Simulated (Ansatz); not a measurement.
# HfO2 (model cell, started as fluorite): a soft mode frozen in

Aim: this structure of HfO2 (model cell, started as fluorite) is to be tested for unstable modes, and one is followed downhill.

Calculated with Ansatz 0.2.0; DFT LDA, scalar-relativistic, plane waves, PAW; PAW set soft_1.

Most raw output is cut from this account.

### Step 1. Set-up

The structure is cubic, space group Fm-3m (No. 225). The conventional cell has a = 5.002 Å, b = 5.002 Å, c = 5.002 Å, α = 90.00°, β = 90.00°, γ = 90.00°. Nearest to Hf lie 8 O at 2.17 Å. Nearest to O lie 4 Hf at 2.17 Å. Farther neighbours and most contacts between anions are not listed.

Structure file:

```cif
data_structure
_symmetry_space_group_name_H-M 'Fm-3m'
_symmetry_Int_Tables_number 225
_cell_length_a 5.0018
_cell_length_b 5.0018
_cell_length_c 5.0018
_cell_angle_alpha 90.000
_cell_angle_beta 90.000
_cell_angle_gamma 90.000
_cell_volume 125.13
loop_
_atom_site_label
_atom_site_type_symbol
_atom_site_symmetry_multiplicity
_atom_site_Wyckoff_symbol
_atom_site_fract_x
_atom_site_fract_y
_atom_site_fract_z
_atom_site_occupancy
Hf1 Hf 4 a 0.00000 0.00000 0.00000 1
O1 O 8 c 0.25000 0.75000 0.75000 1
```

### Step 2. Phonons on a q mesh

The cell comes from relaxations at this level that are not shown. Stability and thermal properties need the whole zone. Linear response on a 4×4×4 q mesh gives force constants as far as a supercell of that size would, and the tensors from the zone-centre run are typed in so that the long-range dipole term is interpolated apart.

input.yaml

```yaml
crystal:
  lattice:
    - [0.0, 2.5008814195, 2.5008814195]
    - [2.5008814195, 0.0, 2.5008814195]
    - [2.5008814195, 2.5008814195, 0.0]
  atoms:
    - { symbol: Hf, position: [0.0, 0.0, 0.0] }
    - { symbol: O, position: [0.25, 0.25, 0.25] }
    - { symbol: O, position: [0.75, 0.75, 0.75] }
kpoints:
  mp_grid: { grid: [8, 8, 8] }
hamiltonian:
  xc: lda
  pseudopotentials: { kind: paw, azcp: { folder: soft_1 }, xc_functional: pbe }
scf:
  occupations: { method: fixed }
output:
  eigenvalues: true
phonons:
  method: dfpt
  qmesh: [4, 4, 4]
  temperatures: { t_max: 1000, t_step: 50 }
  qpath:
    path:
      - [[0.0, 0.0, 0.0], [0.5, 0.0, 0.5], [0.625, 0.25, 0.625]]
      - [[0.375, 0.375, 0.75], [0.0, 0.0, 0.0], [0.5, 0.5, 0.5], [0.5, 0.25, 0.75], [0.5, 0.0, 0.5]]
    npoints: 10
  non_analytic_term:
    high_frequency_dielectric_tensor: [[5.3952, 0.0, 0.0], [0.0, 5.3952, 0.0], [0.0, 0.0, 5.3952]]
    born_effective_charges:
      - { species: Hf, tensor: [[5.5895, 0.0, 0.0], [0.0, 5.5895, 0.0], [0.0, 0.0, 5.5895]] }
      - { species: O, tensor: [[-2.7948, 0.0, 0.0], [0.0, -2.7948, 0.0], [0.0, 0.0, -2.7948]] }
      - { species: O, tensor: [[-2.7948, 0.0, 0.0], [0.0, -2.7948, 0.0], [0.0, 0.0, -2.7948]] }
    source: "zone-centre run at this cell"
```

Started as:

```console
$ ansatz run input.yaml --threads 8 --pin off --max-ram 16384MiB --backend cpu --events-out ev --progress --plain --runs-dir out
```

It took 65 s on 8 threads of Intel Xeon at 2.70GHz, shared host; peak memory 1.3 GiB; 6.6 min of CPU time.

Numbers from this step:

- gap on the k-mesh: 3.661 eV
- volume per atom: 10.43 Å³
- sum-rule residual before enforcement: 1.32e-5 eV/Å²
- lowest frequency on the path: -217.7 cm⁻¹
- point group: m-3m
- highest frequency on the path or at a solved wavevector: 707.1 cm⁻¹
- highest optical mode at the zone centre (no LO-TO term): 596.5 cm⁻¹
- lowest optical zone-centre mode: 248.3 cm⁻¹
- lowest mode on the q mesh (acoustic modes at Γ apart): -217.8 cm⁻¹

Frequencies (cm⁻¹) solved at each irreducible wavevector; negative means imaginary. Frequencies by wavevector, by row:

| q in reciprocal lattice units | star | mode 1 | mode 2 | mode 3 | mode 4 | mode 5 | mode 6 | mode 7 | mode 8 | mode 9 |
| --- | --- | --- | --- | --- | --- | --- | --- | --- | --- | --- |
| 0 0 0 | 1 | 0 | 0 | 0 | 248.3 | 248.3 | 248.3 | 596.5 | 596.5 | 596.5 |
| 0 0 0.25 | 8 | 79.8 | 79.8 | 151.4 | 332.3 | 332.3 | 551.4 | 571.3 | 571.3 | 619.5 |
| 0 0 -0.5 | 4 | 92.5 | 92.5 | 200.8 | 415.1 | 415.1 | 510.6 | 531.1 | 531.1 | 603.3 |
| 0 0.25 0.25 | 6 | 78.9 | 78.9 | 201.4 | 265.4 | 265.4 | 446.7 | 590 | 590 | 668.5 |
| 0 0.25 -0.5 | 24 | 96.9 | 131 | 198 | 277.3 | 355.7 | 365.2 | 557.2 | 582.1 | 670.5 |
| 0 0.25 -0.25 | 12 | 93.7 | 123.5 | 196.1 | 235.4 | 436.1 | 468 | 493.4 | 597.9 | 645 |
| 0 -0.5 -0.5 | 3 | -217.8 | 102.2 | 102.2 | 259.6 | 323.8 | 323.8 | 574.3 | 574.3 | 707.1 |
| 0.25 -0.5 -0.25 | 6 | 52.5 | 106.2 | 191.2 | 191.2 | 255.7 | 477.5 | 477.5 | 615.7 | 680 |

Interpolated from a 4×4×4 q mesh, with the LO-TO term (at Γ the limit along the path; where Γ stands inside the path, tables give the limit on arrival). The phonon branches at the labelled points (cm⁻¹):

| point | branch 1 | branch 2 | branch 3 | branch 4 | branch 5 | branch 6 | branch 7 | branch 8 | branch 9 |
| --- | --- | --- | --- | --- | --- | --- | --- | --- | --- |
| Γ | 0 | 0 | 0 | 248 | 248 | 596 | 596 | 596 | 630 |
| halfway | 79 | 79 | 201 | 265 | 265 | 447 | 590 | 590 | 668 |
| X | -218 | 102 | 102 | 260 | 324 | 324 | 574 | 574 | 707 |
| halfway | -187 | 101 | 120 | 247 | 329 | 341 | 568 | 578 | 702 |
| U | -66 | 98 | 156 | 221 | 341 | 386 | 548 | 586 | 687 |
| jump to K | -66 | 98 | 156 | 221 | 341 | 386 | 548 | 586 | 687 |
| halfway | 90 | 91 | 180 | 255 | 405 | 502 | 537 | 601 | 629 |
| Γ | 0 | 0 | 0 | 248 | 248 | 596 | 596 | 596 | 630 |
| halfway | 80 | 80 | 151 | 332 | 332 | 551 | 571 | 571 | 620 |
| L | 92 | 92 | 201 | 415 | 415 | 511 | 531 | 531 | 603 |
| halfway | 96 | 150 | 180 | 312 | 334 | 458 | 510 | 595 | 654 |
| W | 53 | 106 | 191 | 191 | 256 | 478 | 478 | 616 | 680 |
| halfway | -159 | 104 | 133 | 238 | 298 | 382 | 548 | 593 | 696 |
| X | -218 | 102 | 102 | 260 | 324 | 324 | 574 | 574 | 707 |

Symmetry leaves 8 wavevectors to solve. The lowest mode among them, the acoustic zeros apart, lies at q = (0, -0.5, -0.5) and is imaginary, 217.8i cm⁻¹, so the energy falls along it.

### Step 3. The mode frozen in, largest atomic shift 0 Å

The mode followed lies at q = (0, -0.5, -0.5) with frequency 217.7i cm⁻¹, the softest among the wavevectors solved. At small amplitude the distorted cell has space group no. 137 by a symmetry search on the positions. The undistorted cell that holds it gives the zero of energy on the same k mesh.

System of this step: HfO2 (model cell, started as fluorite). Symmetry: Fm-3m, No. 225, cubic system. The conventional cell has a = 5.002 Å, b = 5.002 Å, c = 5.002 Å, α = 90.00°, β = 90.00°, γ = 90.00°. Nearest to Hf lie 8 O at 2.17 Å. Nearest to O lie 4 Hf at 2.17 Å. Farther neighbours and most contacts between anions are not listed.

input.yaml

```yaml
crystal:
  lattice:
    - [0.0, -2.5008814195, -2.5008814195]
    - [0.0, 2.5008814195, -2.5008814195]
    - [5.001762839, 0.0, 0.0]
  atoms:
    - { symbol: Hf, position: [0.5, 0.5, 0.5] }
    - { symbol: Hf, position: [0.0, 0.0, 0.0] }
    - { symbol: O, position: [0.0, 0.5, 0.75] }
    - { symbol: O, position: [0.5, 0.0, 0.25] }
    - { symbol: O, position: [0.0, 0.5, 0.25] }
    - { symbol: O, position: [0.5, 0.0, 0.75] }
kpoints:
  mp_grid: { grid: [6, 6, 6] }
hamiltonian:
  xc: lda
  pseudopotentials: { kind: paw, azcp: { folder: soft_1 }, xc_functional: pbe }
scf:
  occupations: { method: gaussian, width: 0.02 }
output:
  forces: true
  stress: true
  eigenvalues: true
```

Wall time 1.4 s (8 threads); peak memory 0.5 GiB.

Numbers from this step:

* pressure: 2.57e-4 GPa
* energy from the undistorted cell: 0 meV/atom

At this level the gap is 3.66 eV on the k-mesh of the self-consistent run, which can miss the band edges.

### Step 4. The mode frozen in, largest atomic shift 0.22 Å

The atoms are moved along the unstable eigenvector, the largest shift by 0.22 Å, with the cell fixed.

input.yaml, the sections that differ from step 3:

```yaml
crystal:
  lattice:
    - [0.0, -2.5008814195, -2.5008814195]
    - [0.0, 2.5008814195, -2.5008814195]
    - [5.001762839, 0.0, 0.0]
  atoms:
    - { symbol: Hf, position: [0.5, 0.5, 0.5] }
    - { symbol: Hf, position: [0.0, 0.0, 0.0] }
    - { symbol: O, position: [0.0, 0.5, 0.7939844925] }
    - { symbol: O, position: [0.5, 0.0, 0.2060155075] }
    - { symbol: O, position: [0.0, 0.5, 0.2939844925] }
    - { symbol: O, position: [0.5, 0.0, 0.7060155075] }
# kpoints, hamiltonian, scf, output: as in step 3
```

Run time: 1.5 s. Hardware: 8 threads; peak memory 0.5 GiB.

A gap read on the k-mesh alone can miss the band edges.

This step gave:

| Property | Result |
| --- | --- |
| pressure | 4.932 GPa |
| gap on the k-mesh | 4.383 eV |
| energy from the undistorted cell | -16.02 meV/atom |

The energy, extrapolated to zero smearing, is -16.02 meV/atom against the undistorted cell.

### Step 5. Energy along the mode, all amplitudes (two of the runs are shown above)

An imaginary frequency means negative curvature, so the energy should fall and then rise again as anharmonic terms take over.

Numbers from this step:

| Property | Result |
| --- | --- |
| depth at the lowest point sampled | 16.02 meV/atom |
| largest atomic shift at that point | 0.22 Å |

Energy from the parent against largest atomic shift:

| largest atomic shift (Å) | energy from the parent (meV/atom) |
| --- | --- |
| 0.000 | 0 |
| 0.040 | -1.45 |
| 0.080 | -5.32 |
| 0.140 | -12.8 |
| 0.220 | -16.0 |
| 0.320 | 11.1 |

Displacement at unit largest shift by atom:

| atom | x (Å) | y (Å) | z (Å) | size |
| --- | --- | --- | --- | --- |
| Hf1 | 0.00 | 0.00 | 0.00 | 0.00 |
| Hf2 | 0.00 | 0.00 | 0.00 | 0.00 |
| O3 | 1.00 | 0.00 | 0.00 | 1.00 |
| O4 | -1.00 | 0.00 | 0.00 | 1.00 |
| O5 | 1.00 | 0.00 | 0.00 | 1.00 |
| O6 | -1.00 | 0.00 | 0.00 | 1.00 |

The lowest of the steps tried is at 0.22 Å, 16.0 meV/atom below the parent; the bottom of the well need not coincide with a step.

### Step 6. Relaxation from the frozen mode

Starting from the lowest point found, all atoms and the cell are let go, so that strain and other modes of the same symmetry can join in.

input.yaml: that of step 4 with these lines changed.

```diff
@@ -18,3 +18,3 @@
 scf:
-  occupations: { method: gaussian, width: 0.02 }
+  occupations: { method: fixed }
 output:
@@ -23 +23,6 @@
   eigenvalues: true
+relax:
+  adjacent_minimum: "off"
+  f_tol: 0.002
+  max_steps: 120
+  cell: { stress_tol: 0.03 }
```

It took 12 s on 8 threads; peak memory 0.54 GiB.

The steps of the relaxation:

| step | energy less that of the first step (eV) | largest force component (eV/Å) | pressure (GPa) | volume (Å³) |
| --- | --- | --- | --- | --- |
| 1 | 0.0000 | 0.0936 | 4.93 | 62.57 |
| 2 | 0.0052 | 0.1559 | -0.77 | 63.90 |
| 3 | -0.0278 | 0.0360 | 0.25 | 63.64 |
| 4 | -0.0282 | 0.0157 | 0.43 | 63.66 |
| 5 | -0.0272 | 0.0003 | -0.43 | 63.93 |
| 6 | -0.0279 | 0.0003 | -0.01 | 63.81 |
| 7* | -0.0351 | 0.0010 | 0.16 | 63.81 |
| 8 | -0.0349 | 0.0002 | 0.01 | 63.86 |
| 9* | -0.0351 | 0.0002 | 0.01 | 63.86 |

Relaxation steps marked * repeat the geometry before them on a plane-wave basis chosen anew for their cell, so energy and pressure can jump there.

Forces are held to the 16 operations that the run works with; a distortion that breaks them can't arise in this run.

| conventional cell, symmetrised | before | after | change |
| --- | --- | --- | --- |
| a (Å) | 3.537 | 3.537 | +0.0 % |
| b (Å) | 3.537 | 3.537 | +0.0 % |
| c (Å) | 5.002 | 5.103 | +2.0 % |
| volume (Å³/atom) | 10.43 | 10.64 | +2.1 % |

The atoms that moved most (Å, as changes of fractional coordinates times the final cell):

| atom | dx | dy | dz | length |
| --- | --- | --- | --- | --- |
| O3 | 0.012 | 0.000 | 0.000 | 0.012 |
| O5 | 0.012 | 0.000 | 0.000 | 0.012 |
| O4 | -0.012 | 0.000 | 0.000 | 0.012 |
| O6 | -0.012 | 0.000 | 0.000 | 0.012 |

The relaxed structure:

```cif
data_structure
_symmetry_space_group_name_H-M 'P 1'
_symmetry_Int_Tables_number 1
_cell_length_a 3.5374
_cell_length_b 3.5374
_cell_length_c 5.1034
_cell_angle_alpha 90.000
_cell_angle_beta 90.000
_cell_angle_gamma 90.000
_cell_volume 63.86
loop_
_atom_site_label
_atom_site_type_symbol
_atom_site_fract_x
_atom_site_fract_y
_atom_site_fract_z
_atom_site_occupancy
Hf1 Hf 0.50000 0.50000 0.50000 1
Hf2 Hf 0.00000 0.00000 0.00000 1
O3 O 0.00000 0.50000 0.79641 1
O4 O 0.50000 0.00000 0.20359 1
O5 O 0.00000 0.50000 0.29641 1
O6 O 0.50000 0.00000 0.70359 1
```

This step gave:

```
pressure          : 0.008213 GPa
gap on the k-mesh : 4.485 eV
volume per atom   : 10.64 Å³
```

The distorted start has space group P4_2/nmc; the relaxation ends in P4_2/nmc.

### Step 7. The new phase in its own primitive cell

The relaxed structure is symmetrised, reduced to its primitive cell and relaxed tightly, as its phonons need.

input.yaml, the sections that differ from step 6:

```yaml
crystal:
  lattice:
    - [3.5373927002, 0.0, 0.0]
    - [0.0, 3.5373927002, 0.0]
    - [0.0, 0.0, 5.1033832662]
  atoms:
    - { symbol: Hf, position: [0.5, 0.5, 0.5] }
    - { symbol: Hf, position: [0.0, 0.0, 0.0] }
    - { symbol: O, position: [0.0, 0.5, 0.796407048] }
    - { symbol: O, position: [0.5, 0.0, 0.203592952] }
    - { symbol: O, position: [0.0, 0.5, 0.296407048] }
    - { symbol: O, position: [0.5, 0.0, 0.703592952] }
relax:
  adjacent_minimum: "off"
  f_tol: 0.001
  max_steps: 60
  cell: { stress_tol: 0.01 }
# kpoints, hamiltonian, scf, output: as in step 6
```

The job ended after 3 s (8 threads; peak memory 0.53 GiB; 17 s of CPU time).

Little changed from the start: no atom moved by 0.005 Å and no cell edge by 0.1 %.

This step gave:

* pressure: 0.008207 GPa
* direct gap on mesh: 4.619 eV

The largest force component left is 0.23 meV/Å and the pressure is 0.008 GPa, within the tolerances set. The cell now holds 10.64 Å³/atom.

### Step 8. Modes of the new phase, k-mesh 6×6×6

A relaxed structure may still be a saddle point, so its zone-centre modes are computed. The response to a homogeneous field gives the Born charges and the dielectric tensor.

input.yaml: that of step 7 with these lines changed.

```diff
@@ -20,9 +20,6 @@
 output:
-  forces: true
-  stress: true
   eigenvalues: true
-relax:
-  adjacent_minimum: "off"
-  f_tol: 0.001
-  max_steps: 60
-  cell: { stress_tol: 0.01 }
+phonons:
+  method: dfpt
+  dielectric: true
+  rigid_motions: translations
```

The job ended after 68 s (8 threads; peak memory 1.7 GiB).

This step gave:

- sum-rule residual before enforcement: 8.30e-5 eV/Å²
- miss of the charge sum rule: 0.001043 e
- estimated error of the dielectric tensor: 0.01440
- estimated error of the Born charges: 0.02695 e
- point group: 4/mmm
- highest optical mode at the zone centre (no LO-TO term): 676.2 cm⁻¹
- lowest optical zone-centre mode: 102.4 cm⁻¹
- mean high-frequency dielectric constant: 5.215
- largest Born charge (third of the trace): 5.352 e
- mean static dielectric constant: 56.81
- top of the zone-centre spectrum with the field: 710.7 cm⁻¹

Without the LO-TO term. Patterns of degenerate modes are one choice out of their space. The modes at Γ (shares of kinetic energy by element, %):

| mode | frequency (cm⁻¹) | symmetry | Hf % | O % |
| --- | --- | --- | --- | --- |
| 1 | 0.0 | acoustic | 85 | 15 |
| 2 | 0.0 | acoustic | 85 | 15 |
| 3 | 0.0 | acoustic | 85 | 15 |
| 4 | 102.4 | Eu | 9 | 91 |
| 5 | 102.4 | Eu | 9 | 91 |
| 6 | 104.6 | Eg | 98 | 2 |
| 7 | 104.6 | Eg | 98 | 2 |
| 8 | 232.5 | B1g | 97 | 3 |
| 9 | 293.2 | A1g | 0 | 100 |
| 10 | 323.0 | A2u | 15 | 85 |
| 11 | 459.8 | Eg | 0 | 100 |
| 12 | 459.8 | Eg | 0 | 100 |
| 13 | 465.3 | Eu | 6 | 94 |
| 14 | 465.3 | Eu | 6 | 94 |
| 15 | 605.8 | B1g | 3 | 97 |
| 16 | 669.9 | B2u | 0 | 100 |
| 17 | 676.2 | Eg | 1 | 99 |
| 18 | 676.2 | Eg | 1 | 99 |

Displacements in mode 5 (102.4 cm⁻¹), the largest set to 1:
```
Hf1  0.00 -0.09  0.00
Hf2  0.00 -0.09  0.00
O3   0.02  0.04  0.00
O4   0.00  1.00  0.00
O5   0.00  1.00  0.00
O6   0.02  0.04  0.00
```

Displacements in mode 9 (293.2 cm⁻¹), the largest set to 1:
```
Hf1  0.00  0.00  0.00
Hf2  0.00  0.00  0.00
O3   0.00  0.00  1.00
O4   0.00  0.00 -1.00
O5   0.00  0.00  1.00
O6   0.00  0.00 -1.00
```

Optical modes at the zone centre, without and with the macroscopic field of the longitudinal modes; each column is sorted by frequency, so a row need not hold one and the same mode. Modes with and without the field, by row:

| rank among optical modes | no field (cm⁻¹) | q along (1, 0, 0) (cm⁻¹) | q along (0, 0, 1) (cm⁻¹) |
| --- | --- | --- | --- |
| 1 | 102.4 | 102.4 | 102.4 |
| 2 | 102.4 | 104.6 | 102.4 |
| 3 | 104.6 | 104.6 | 104.6 |
| 4 | 104.6 | 232.5 | 104.6 |
| 5 | 232.5 | 252.4 | 232.5 |
| 6 | 293.2 | 293.2 | 293.2 |
| 7 | 323 | 323 | 459.8 |
| 8 | 459.8 | 459.8 | 459.8 |
| 9 | 459.8 | 459.8 | 465.3 |
| 10 | 465.3 | 465.3 | 465.3 |
| 11 | 465.3 | 605.8 | 605.8 |
| 12 | 605.8 | 669.9 | 620.4 |
| 13 | 669.9 | 676.2 | 669.9 |
| 14 | 676.2 | 676.2 | 676.2 |
| 15 | 676.2 | 710.7 | 676.2 |

Born charge (rows field, columns displacement) (e), principal values of the symmetric part by kind of site:

| atom | atoms with these values | low | middle | high | mean |
| --- | --- | --- | --- | --- | --- |
| Hf1 | 2 | 4.92 | 5.57 | 5.57 | 5.35 |
| O3 | 4 | -3.41 | -2.46 | -2.16 | -2.68 |

In full for Hf1:

```
5.57 0.00 0.00
0.00 5.57 0.00
0.00 0.00 4.92
```

High-frequency dielectric tensor:

```
5.37 0.00 0.00
0.00 5.37 0.00
0.00 0.00 4.90
```

Static dielectric tensor (ions relaxed, fixed cell):

```
76.18  0.00  0.00
 0.00 76.18  0.00
 0.00  0.00 18.07
```

Transverse modes. Lines of the infrared spectrum (strongest = 100):

| position (cm⁻¹) | label | relative intensity |
| --- | --- | --- |
| 102 | Eu | 60 |
| 105 | Eg | 0.0 |
| 232 | B1g | 0.0 |
| 293 | A1g | 0.0 |
| 323 | A2u | 60 |
| 460 | Eg | 0.0 |
| 465 | Eu | 100 |
| 606 | B1g | 0.0 |
| 670 | B2u | 0.0 |
| 676 | Eg | 0.0 |

Before it was imposed, the acoustic sum rule was missed by 8.3e-5 eV/Å² and the charge sum rule by 0.0010 e. Small misses are needed for a sound result but don't prove that mesh and cutoff are converged. The lowest optical mode is real, 102 cm⁻¹.

### Step 9. The phases reached

The phases reached along the modes that were followed are set side by side.

Energies are those of the first relaxation, on the mesh of the frozen mode; space group, volume and gap are those of the last relaxation. Phases, by row:

| mode frozen in | space group | energy from parent (meV/atom) | volume (Å³/atom) | gap on mesh (eV) | lowest zone-centre optical mode (cm⁻¹) | largest shift (Å) |
| --- | --- | --- | --- | --- | --- | --- |
| parent | Fm-3m | 0 | 10.43 | 3.661 | – | – |
| q = (0, -0.5, -0.5), 218i cm⁻¹ | P4_2/nmc | -21.88 | 10.64 | 4.485 | 102.4 | 0.237 |

### Step 10. What came out

```yaml
unstable_mode_of_the_parent: q = (0, -0.5, -0.5), 218i cm⁻¹
depth_at_the_lowest_point_sampled: 16.0 meV/atom
largest_atomic_shift_at_that_point: 0.22 Å
space_group_reached_within_0p01_a: P4_2/nmc
energy_gained_over_the_parent_first_relaxation_on_the_mesh_of_the_frozen_mode: 21.9 meV/atom
volume_per_atom_phase_reached: 10.6 Å³
gap_on_the_k_mesh_phase_reached: 4.49 eV
lowest_optical_zone_centre_mode_phase_reached: 102 cm⁻¹
highest_optical_mode_at_the_zone_centre_no_lo_to_term_phase_reached: 676 cm⁻¹
```

In words: Along this mode the structure falls into P4_2/nmc, 21.9 meV/atom below the parent. At the parent's cell the well is 16.02 meV/atom deep on the steps tried, with its lowest point at a shift of 0.22 Å. Relaxing atoms and cell changes the gain by +5.85 meV/atom against the lowest step (energies at zero smearing). The new phase has no imaginary mode at the zone centre of its cell; other wavevectors were not checked. Each path keeps the symmetry of its pattern, so a lower phase may lie along a pattern not tried. The program warns that the interpolation holds no quadrupole term, so branches close to Γ can be off in this crystal. Spin-orbit coupling is left out, which can matter for the heavy elements here. The PAW files were made for PBE and serve the other functionals too. The starting cell was built on a prototype and not taken from a measurement, so the phase need not exist.

[Logs are printed without paths, hosts, clocks, repeated set-up lines and the standing remarks that a program may print on its own settings, such as how far it seeks lower states.]

[Hosts, paths, dates, database ids (printed as entryN), source tags and the programs' standing remarks are cut or masked in the printed files.]
